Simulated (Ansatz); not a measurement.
# Au (Fm-3m): phonon-mediated transition temperature

Wanted: λ, ω_log and Tc of Au (Fm-3m). The cell shown first is a relaxed one, from steps not shown here.

Calculated with Ansatz 0.2.0; DFT PBE, scalar-relativistic, plane waves, PAW; PAW set soft_1.

### 1. The cell after earlier relaxation steps

Symmetry: Fm-3m, No. 225, cubic system. The conventional cell has a = 4.159 Å, b = 4.159 Å, c = 4.159 Å, α = 90.00°, β = 90.00°, γ = 90.00°. Au has 12 Au at 2.94 Å nearest.

### 2. Coupling and resistivity: q 4×4×4, k 16×16×16, scattering 24×24×24

The run that gives the couplings also evaluates McMillan's and Allen and Dynes's formulas and, where asked, the Eliashberg equations, over a range of μ*.

Contents of input.yaml:

```yaml
crystal:
  lattice:
    - [0.0, 2.079711394, 2.079711394]
    - [2.079711394, 0.0, 2.079711394]
    - [2.079711394, 2.079711394, 0.0]
  atoms:
    - { symbol: Au, position: [0.0, 0.0, 0.0] }
kpoints:
  mp_grid: { grid: [16, 16, 16] }
hamiltonian:
  xc: pbe
  pseudopotentials: { kind: paw, azcp: { folder: soft_1 } }
scf:
  occupations: { method: methfessel_paxton, width: 0.2 }
output:
  eigenvalues: true
phonons:
  method: dfpt
  qmesh: [4, 4, 4]
  temperatures: { t_max: 1000, t_step: 50 }
  qpath:
    path:
      - [[0.0, 0.0, 0.0], [0.5, 0.0, 0.5], [0.625, 0.25, 0.625]]
      - [[0.375, 0.375, 0.75], [0.0, 0.0, 0.0], [0.5, 0.5, 0.5], [0.5, 0.25, 0.75], [0.5, 0.0, 0.5]]
    npoints: 6
  electrical_resistivity:
    mesh: [24, 24, 24]
    temperatures: [20.0, 50.0, 80.0, 100.0, 150.0, 200.0, 273.0, 300.0, 400.0, 500.0, 600.0, 800.0]
  superconductivity: { mesh: [24, 24, 24] }
```

Run with:

```
> ansatz run input.yaml --threads 16 --pin off --max-ram 92160MiB --backend cuda --events-out ev --progress --plain --runs-dir out --max-vram 78GiB
```

Numbers of over 12 decimals in the logs are rounded to 6 here.

Output:

```text
Engine: ansatz 0.2.0, aarch64-unknown-linux-gnu
Pseudopotentials: kind: paw
Pseudopotential: Au, paw, valence charge 19, recommended cutoff 420 eV (normal), soft_1/Au.paw.azcp
Functional definition: PBE
  parameter kappa = 0.804
  parameter beta = 0.066725
  exchange = pbe_x(kappa = kappa, mu = beta*pi^2/3)
  correlation = pbe_c(beta = beta)
[...]
Crystal: 1 atoms, lattice volume = 17.990 Å³
Basis set: ecut = 420 eV, 339 PW (Γ), exchange–correlation on 40×40×40 points (8 copies of the dense FFT grid, shifted against one another)
Bands: 14, of which v1, the nominal top of the filled ones, is band 10 counted from 1 (9 counted from 0)
Symmetry: 48 space group operations
k-points: 145 of 4096
Non-local potential: Au, projectors of the file, l = 0: 3, l = 1: 2, l = 2: 2, l = 3: 1
PAW form: soft (Blöchl's): semilocal exchange-correlation on the pseudo side does not see the compensation charge
PAW one-centre angular grid: Au, 590 points (default); XC on 64 Gauss nodes
Initial density: superposition of atomic densities (chi_scale 0.1, normalization cell)
Initial wavefunctions: pseudopotential atomic-orbital guess
[...]
Functional: x = pbe(κ = 0.804, μ = 0.219515), c = pbe(β = 0.066725)
SCF iter   1: F=—  HF=-13151.458826 eV  |F-HF|=—  |Δ(HF+E_count)|=         —  Δρ=6.47e-2  dr2=8.60e-1  ethr=3.10e-3  ⟨swp⟩=3.8  Hψ=9470  notcnv=0
preconditioner: auto → none  [metal: Δε(μ)=0.096 eV  Ē_g=15.044 eV  σ=0.200 eV  W_gap=0.38  n_scr=8 (ndim 8)  ℏωp=29.0 eV  f_vac=0.000  D(μ)=0.36/eV (n_scr^D=0)  sad-step TF]
SCF iter   2: F=—  HF=-13151.253634 eV  |F-HF|=—  |Δ(HF+E_count)|=   2.05e-1  S|Δr|=    0.00e0  Δρ=2.92e-2  dr2=1.71e-1  ethr=3.10e-3  ⟨swp⟩=2.0  Hψ=3820  notcnv=0
[...]
SCF iter   8: F=-13151.210985 eV  HF=-13151.210985 eV  |F-HF|=0.00e0  |Δ(HF+E_count)|=  3.64e-12  S|Δr|=    0.00e0  Δρ=3.87e-8  dr2=3.31e-14  ethr=1.00e-12  ⟨swp⟩=5.5  Hψ=9502  notcnv=0
SCF 1 converged in 8 iterations: F = -13151.210985 eV  dr2 = 3.31e-14
  greatest PAW one-centre occupation: 1.000 electrons in one spin orbital (limit 2), on the Au atom at site 0 (counted from 0), in its partial waves of l = 0
[...]
NSCF: frozen V_eff on 145 k-points, pencils in batches of 32, up to order 56
[...]
NSCF: frozen V_eff on 145 k-points
[...]
DFPT response loops at q = (0, 0, 0) (fractional): preconditioner auto → Kerker (q_TF=auto, 2.753 Å⁻¹) (partly filled bands, converged f_vac=0.000); β = 1.00, the filter's whole step (`scf.mixing.beta` (0.50) is not read by the response loops under this deck's `scf.mixing.preconditioner`; to damp them name `kerker` or `kerker_dos`, under which they read `scf.mixing.beta`, and type it under 1.00, their step now; both keys bind the ground state too); Anderson in place of MSR1; while a model of the screening serves, it and β = 1 on shorter waves in the place of filter and β
[...]
NSCF: frozen V_eff on 145 k-points
[...]
DFPT response loops at q = (0, 0, 0.25) (fractional): mixed as the last ones told, above
[...]
DFPT response loops at q = (0, 0, -0.5) (fractional): mixed as the last ones told, above
[...]
DFPT response loops at q = (0, 0.25, 0.25) (fractional): mixed as the last ones told, above
[...]
DFPT response loops at q = (0, 0.25, -0.5) (fractional): mixed as the last ones told, above
[...]
DFPT response loops at q = (0, 0.25, -0.25) (fractional): mixed as the last ones told, above
[...]
DFPT response loops at q = (0, -0.5, -0.5) (fractional): mixed as the last ones told, above
[...]
DFPT response loops at q = (0.25, -0.5, -0.25) (fractional): mixed as the last ones told, above
[...]
SCF iter   1: F=—  HF=-13151.458826 eV  |F-HF|=—  |Δ(HF+E_count)|=         —  Δρ=6.47e-2  dr2=8.60e-1  ethr=3.10e-3  ⟨swp⟩=3.8  Hψ=9470  notcnv=0
SCF iter   2: F=—  HF=-13151.253634 eV  |F-HF|=—  |Δ(HF+E_count)|=   2.05e-1  S|Δr|=    0.00e0  Δρ=2.92e-2  dr2=1.71e-1  ethr=3.10e-3  ⟨swp⟩=2.0  Hψ=3820  notcnv=0
SCF iter   3: F=—  HF=-13151.209213 eV  |F-HF|=—  |Δ(HF+E_count)|=   4.44e-2  S|Δr|=    0.00e0  Δρ=4.85e-3  dr2=1.81e-3  ethr=9.00e-4  ⟨swp⟩=2.1  Hψ=3035  notcnv=0
SCF iter   4: F=—  HF=-13151.210821 eV  |F-HF|=—  |Δ(HF+E_count)|=   1.61e-3  S|Δr|=    0.00e0  Δρ=5.25e-4  dr2=3.16e-5  ethr=9.50e-6  ⟨swp⟩=2.3  Hψ=4320  notcnv=0
[...]
SCF 2 converged in 8 iterations: F = -13151.210985 eV  dr2 = 3.52e-14
[...]
SCF converged after 8 iterations
[...]
Hall coefficient in a weak field at 20 K (a third of the trace): -9.518e-11 m³/C (as a tensor it moves by 2.3 % between the two finest meshes); by each state's relaxation time: -8.981e-11 m³/C; by a constant relaxation time: -8.485e-11 m³/C
  mean free path at 50 K (of a tensor a third of its trace): 282 nm by what each carries, 258 by the Fermi surface alone
  Hall coefficient in a weak field at 50 K (a third of the trace): -8.644e-11 m³/C (as a tensor it moves by 0.7 % between the two finest meshes); by each state's relaxation time: -8.140e-11 m³/C; by a constant relaxation time: -8.504e-11 m³/C
  mean free path at 80 K (of a tensor a third of its trace): 132 nm by what each carries, 126 by the Fermi surface alone
  Hall coefficient in a weak field at 80 K (a third of the trace): -8.243e-11 m³/C (as a tensor it moves by 0.2 % between the two finest meshes); by each state's relaxation time: -7.953e-11 m³/C; by a constant relaxation time: -8.525e-11 m³/C
  mean free path at 100 K (of a tensor a third of its trace): 99.1 nm by what each carries, 94.7 by the Fermi surface alone
  Hall coefficient in a weak field at 100 K (a third of the trace): -8.171e-11 m³/C (as a tensor it moves by 0.2 % between the two finest meshes); by each state's relaxation time: -7.922e-11 m³/C; by a constant relaxation time: -8.535e-11 m³/C
  mean free path at 150 K (of a tensor a third of its trace): 62.0 nm by what each carries, 59.6 by the Fermi surface alone
  Hall coefficient in a weak field at 150 K (a third of the trace): -8.127e-11 m³/C (as a tensor it moves by 0.4 % between the two finest meshes); by each state's relaxation time: -7.914e-11 m³/C; by a constant relaxation time: -8.552e-11 m³/C
  mean free path at 200 K (of a tensor a third of its trace): 45.5 nm by what each carries, 43.9 by the Fermi surface alone
  Hall coefficient in a weak field at 200 K (a third of the trace): -8.123e-11 m³/C (as a tensor it moves by 0.5 % between the two finest meshes); by each state's relaxation time: -7.921e-11 m³/C; by a constant relaxation time: -8.562e-11 m³/C
  mean free path at 273 K (of a tensor a third of its trace): 33.0 nm by what each carries, 31.8 by the Fermi surface alone
  Hall coefficient in a weak field at 273 K (a third of the trace): -8.126e-11 m³/C (as a tensor it moves by 0.7 % between the two finest meshes); by each state's relaxation time: -7.929e-11 m³/C; by a constant relaxation time: -8.570e-11 m³/C
  mean free path at 300 K (of a tensor a third of its trace): 30.0 nm by what each carries, 28.9 by the Fermi surface alone
  Hall coefficient in a weak field at 300 K (a third of the trace): -8.128e-11 m³/C (as a tensor it moves by 0.7 % between the two finest meshes); by each state's relaxation time: -7.931e-11 m³/C; by a constant relaxation time: -8.571e-11 m³/C
  mean free path at 400 K (of a tensor a third of its trace): 22.4 nm by what each carries, 21.6 by the Fermi surface alone
  Hall coefficient in a weak field at 400 K (a third of the trace): -8.135e-11 m³/C (as a tensor it moves by 0.7 % between the two finest meshes); by each state's relaxation time: -7.937e-11 m³/C; by a constant relaxation time: -8.574e-11 m³/C
  mean free path at 500 K (of a tensor a third of its trace): 17.9 nm by what each carries, 17.2 by the Fermi surface alone
  Hall coefficient in a weak field at 500 K (a third of the trace): -8.143e-11 m³/C (as a tensor it moves by 0.8 % between the two finest meshes); by each state's relaxation time: -7.942e-11 m³/C; by a constant relaxation time: -8.575e-11 m³/C
  mean free path at 600 K (of a tensor a third of its trace): 14.9 nm by what each carries, 14.3 by the Fermi surface alone
  Hall coefficient in a weak field at 600 K (a third of the trace): -8.154e-11 m³/C (as a tensor it moves by 0.8 % between the two finest meshes); by each state's relaxation time: -7.947e-11 m³/C; by a constant relaxation time: -8.575e-11 m³/C
  mean free path at 800 K (of a tensor a third of its trace): 11.2 nm by what each carries, 10.7 by the Fermi surface alone
  Hall coefficient in a weak field at 800 K (a third of the trace): -8.180e-11 m³/C (as a tensor it moves by 0.8 % between the two finest meshes); by each state's relaxation time: -7.959e-11 m³/C; by a constant relaxation time: -8.576e-11 m³/C
  the resistivity times a path that all electrons share, by the Fermi surface of the deck's mesh alone (a third of the trace): 8.683e-16 Ω·m²
  not converged in the mesh (λ_tr; the resistivity at 20 K by 4.84 %): between neighbouring meshes, the two finest first, λ moves by 0.03 % and 1.53 %, λ_tr by 2.48 % and 2.91 % and the resistivity by up to 4.84 % and 4.78 %; an estimate, no bound, puts it up to 9.4e-7 % above the Boltzmann equation's exact value after up to 5 iterations (at most 30 are made, fewer where the estimate is under 1.0e-6 % of each spin channel's own resistivity)
  vibrations of 64 cells: unjudged by the run; compare a larger repeat
  the changes of the potential over all sites missed a rigid shift's by 0.00 % (the site terms' by 0.00 %)
  at the force constants' own smearing the fine mesh and the k-points of their solves give squared frequencies that differ by 2.4 % of the larger at the most, at (0.25, -0.5, -0.25)
--- Superconductivity: potentials and phonons of a 4×4×4 supercell ---
           mesh         λ    ħω_log (meV)  μ* declared at (meV)
       24×24×24    0.1996           8.284                9.708
       12×12×12    0.1996           8.214                9.623
          6×6×6    0.2027           8.108                9.501
  λ by the species' shares of the modes' patterns: Au 0.1996
  with the Fermi level up to 17.0 meV (the hardest mode) off, states and modes as they are: density of states 0.1460 to 0.1465 /eV of one spin and cell, λ 0.1976 to 0.2011
  transition temperature on the deck's mesh (K), isotropic and anisotropic, restricted to the Fermi surface (FSR) and over the full bandwidth (FBW), and the last with the density of states resolved in a narrower window:
        μ*   McMillan   Allen–Dynes      iso. FSR      iso. FBW    aniso. FSR    aniso. FBW  narrow window
      0.08      0.001         0.001    none_found    none_found    none_found    none_found     none_found
      0.10      0.000         0.000    none_found    none_found    none_found    none_found     none_found
      0.12      0.000         0.000    none_found    none_found    none_found    none_found     none_found
      0.13      0.000         0.000    none_found    none_found    none_found    none_found     none_found
      0.14      0.000         0.000    none_found    none_found    none_found    none_found     none_found
      0.16      0.000         0.000    none_found    none_found    none_found    none_found     none_found
      0.20          -             -    none_found    none_found    none_found    none_found     none_found
  none_found: no transition down to 0.1 K
  isotope coefficients −∂ln Tc/∂ln M under μ* = 0.13, the force constants as they are, of the isotropic transitions restricted to the Fermi surface and over the full bandwidth: Au - and -
  converged in the mesh: between neighbouring meshes, the two finest first, λ moves by 0.03 % and 1.53 % and the anisotropic transition temperature over the full bandwidth at μ* = 0.13 by nothing (neither mesh has one) and nothing (neither mesh has one); converged means that the two finest part by at most 2.00 % and 5.00 %
  vibrations of 64 cells: unjudged by the run; compare a larger repeat
  the changes of the potential over all sites missed a rigid shift's by 0.00 % (the site terms' by 0.00 %)
  at the force constants' own smearing the fine mesh and the k-points of their solves give squared frequencies that differ by 2.4 % of the larger at the most, at (0.25, -0.5, -0.25)
```

Wall time 19 s (1 × NVIDIA GB200 with 16 threads of Arm Neoverse V2, shared host); peak memory 2.8 GiB.

Reading the cycles: dr2 is the Hartree energy of the density residual (eV), the measure of convergence; HF is the Harris–Foulkes estimate of the energy, which meets the free energy F at convergence.

Numbers from this step:

```yaml
volume_per_atom: 17.99 Å³/atom
metallic_on_mesh: yes
gap_on_the_k_mesh: 0 eV
zero_point_energy: 0.01475 eV/cell
share_of_imaginary_modes_in_the_plain_interpolation_between_solved_wavevectors: 0
highest_frequency_solved_or_plainly_interpolated: 137.3 cm⁻¹
debye_temperature_second_moment: 158 K
resistivity_at_300_k: 3.009 μΩ cm
coupling_constant_lambda: 0.1996
density_of_states_at_the_fermi_level: 0.1463 states/eV a spin and cell
log_mean_phonon_energy_omega_log: 8.284 meV
transport_coupling_constant_lambda_tr: 0.1995, 0.1995, 0.1995 (xx, yy, zz)
drude_plasma_energy: 8.717, 8.717, 8.717 eV (xx, yy, zz)
resistivity_times_mean_free_path: 8.683, 8.683, 8.683 × 10⁻¹⁶ Ω m² (xx, yy, zz)
second_moment_phonon_energy_omega: 9.708 meV
coupling_lambda_by_branch: 0.074, 0.0857, 0.0398 (branches by rank of frequency)
```

An empty cell: under 1 mK by a formula, or no transition down to the floor of the Eliashberg search. Transition temperatures:

```tsv
μ*	McMillan Tc (K)	Allen–Dynes Tc (K)
0.08	-	-
0.1	-	-
0.12	-	-
0.13	-	-
0.14	-	-
0.16	-	-
0.2	-	-
```

### 3. Coupling and resistivity: q 4×4×4, k 20×20×20, scattering 32×32×32

The next rung changes the k mesh of the density and its response; the scattering mesh, which samples the Fermi surface.

input.yaml, as its differences from that of step 2:

```diff
@@ -8,3 +8,3 @@
 kpoints:
-  mp_grid: { grid: [16, 16, 16] }
+  mp_grid: { grid: [20, 20, 20] }
 hamiltonian:
@@ -26,4 +26,4 @@
   electrical_resistivity:
-    mesh: [24, 24, 24]
+    mesh: [32, 32, 32]
     temperatures: [20.0, 50.0, 80.0, 100.0, 150.0, 200.0, 273.0, 300.0, 400.0, 500.0, 600.0, 800.0]
-  superconductivity: { mesh: [24, 24, 24] }
+  superconductivity: { mesh: [32, 32, 32] }
```

Output:

```text
[...]
Crystal: 1 atoms, lattice volume = 17.990 Å³
Basis set: ecut = 420 eV, 339 PW (Γ), exchange–correlation on 40×40×40 points (8 copies of the dense FFT grid, shifted against one another)
Bands: 14, of which v1, the nominal top of the filled ones, is band 10 counted from 1 (9 counted from 0)
Symmetry: 48 space group operations
k-points: 256 of 8000
[...]
SCF iter   1: F=—  HF=-13151.459368 eV  |F-HF|=—  |Δ(HF+E_count)|=         —  Δρ=6.48e-2  dr2=8.64e-1  ethr=3.10e-3  ⟨swp⟩=3.7  Hψ=16684  notcnv=0
[...]
SCF iter   2: F=—  HF=-13151.254004 eV  |F-HF|=—  |Δ(HF+E_count)|=   2.05e-1  S|Δr|=    0.00e0  Δρ=2.90e-2  dr2=1.69e-1  ethr=3.10e-3  ⟨swp⟩=2.0  Hψ=6742  notcnv=0
[...]
SCF iter   8: F=-13151.212009 eV  HF=-13151.212009 eV  |F-HF|=1.82e-12  |Δ(HF+E_count)|=  1.82e-12  S|Δr|=    0.00e0  Δρ=3.59e-8  dr2=3.16e-14  ethr=1.00e-12  ⟨swp⟩=5.5  Hψ=16283  notcnv=0
SCF 1 converged in 8 iterations: F = -13151.212009 eV  dr2 = 3.16e-14
[...]
NSCF: frozen V_eff on 256 k-points, pencils in batches of 32, up to order 56
[...]
NSCF: frozen V_eff on 256 k-points
[...]
SCF iter   1: F=—  HF=-13151.459368 eV  |F-HF|=—  |Δ(HF+E_count)|=         —  Δρ=6.48e-2  dr2=8.64e-1  ethr=3.10e-3  ⟨swp⟩=3.7  Hψ=16684  notcnv=0
[...]
SCF iter   4: F=—  HF=-13151.211852 eV  |F-HF|=—  |Δ(HF+E_count)|=   1.61e-3  S|Δr|=    0.00e0  Δρ=5.57e-4  dr2=3.93e-5  ethr=9.67e-6  ⟨swp⟩=2.4  Hψ=7664  notcnv=0
[...]
SCF 2 converged in 8 iterations: F = -13151.212009 eV  dr2 = 3.19e-14
[...]
SCF converged after 8 iterations
[...]
vibrations of 64 cells: unjudged by the run; compare a larger repeat
[...]
--- Superconductivity: potentials and phonons of a 4×4×4 supercell ---
           mesh         λ    ħω_log (meV)  μ* declared at (meV)
       32×32×32    0.1980           8.352                9.752
       16×16×16    0.1972           8.244                9.689
          8×8×8    0.2056           8.207                9.570
  λ by the species' shares of the modes' patterns: Au 0.1980
[...]
0.08      0.001         0.001    none_found    none_found    none_found    none_found     none_found
      0.10      0.000         0.000    none_found    none_found    none_found    none_found     none_found
      0.12      0.000         0.000    none_found    none_found    none_found    none_found     none_found
      0.13      0.000         0.000    none_found    none_found    none_found    none_found     none_found
      0.14      0.000         0.000    none_found    none_found    none_found    none_found     none_found
      0.16      0.000         0.000    none_found    none_found    none_found    none_found     none_found
      0.20          -             -    none_found    none_found    none_found    none_found     none_found
  none_found: no transition down to 0.1 K
[...]
vibrations of 64 cells: unjudged by the run; compare a larger repeat
[...]
```

Run time: 33 s. Hardware: 1 × NVIDIA GB200 with 16 threads; peak memory 2.9 GiB; 5.7 min of CPU time.

This step gave:

* zero-point energy: 0.01474 eV/cell
* highest frequency, solved or plainly interpolated: 136.6 cm⁻¹
* resistivity at 300 K: 2.997 μΩ cm
* coupling constant λ: 0.198
* density of states at the Fermi level: 0.1459 states/eV a spin and cell
* log mean phonon energy ħω_log: 8.352 meV
* transport coupling constant λ_tr: 0.1975, 0.1975, 0.1975 (xx, yy, zz)
* Drude plasma energy: 8.722, 8.722, 8.722 eV (xx, yy, zz)
* resistivity times mean free path: 8.684, 8.684, 8.684 × 10⁻¹⁶ Ω m² (xx, yy, zz)
* second-moment phonon energy ħω₂: 9.752 meV
* coupling λ by branch: 0.073, 0.0847, 0.0404 (branches by rank of frequency)

An empty cell: under 1 mK by a formula, or no transition down to the floor of the Eliashberg search. Transition temperatures:

```tsv
μ*	McMillan Tc (K)	Allen–Dynes Tc (K)
0.08	-	-
0.1	-	-
0.12	-	-
0.13	-	-
0.14	-	-
0.16	-	-
0.2	-	-
```

Between step 2 and this run (k-mesh 20×20×20 and scattering mesh 32×32×32) the value for the coupling constant λ moves from 0.200 to 0.198.

[end of part 1 of 2]

[Logs are printed without paths, hosts, clocks, repeated set-up lines and the standing remarks that a program may print on its own settings, such as how far it seeks lower states.]

[Hosts, paths, dates, database ids (printed as entryN), source tags and the programs' standing remarks are cut or masked in the printed files.]
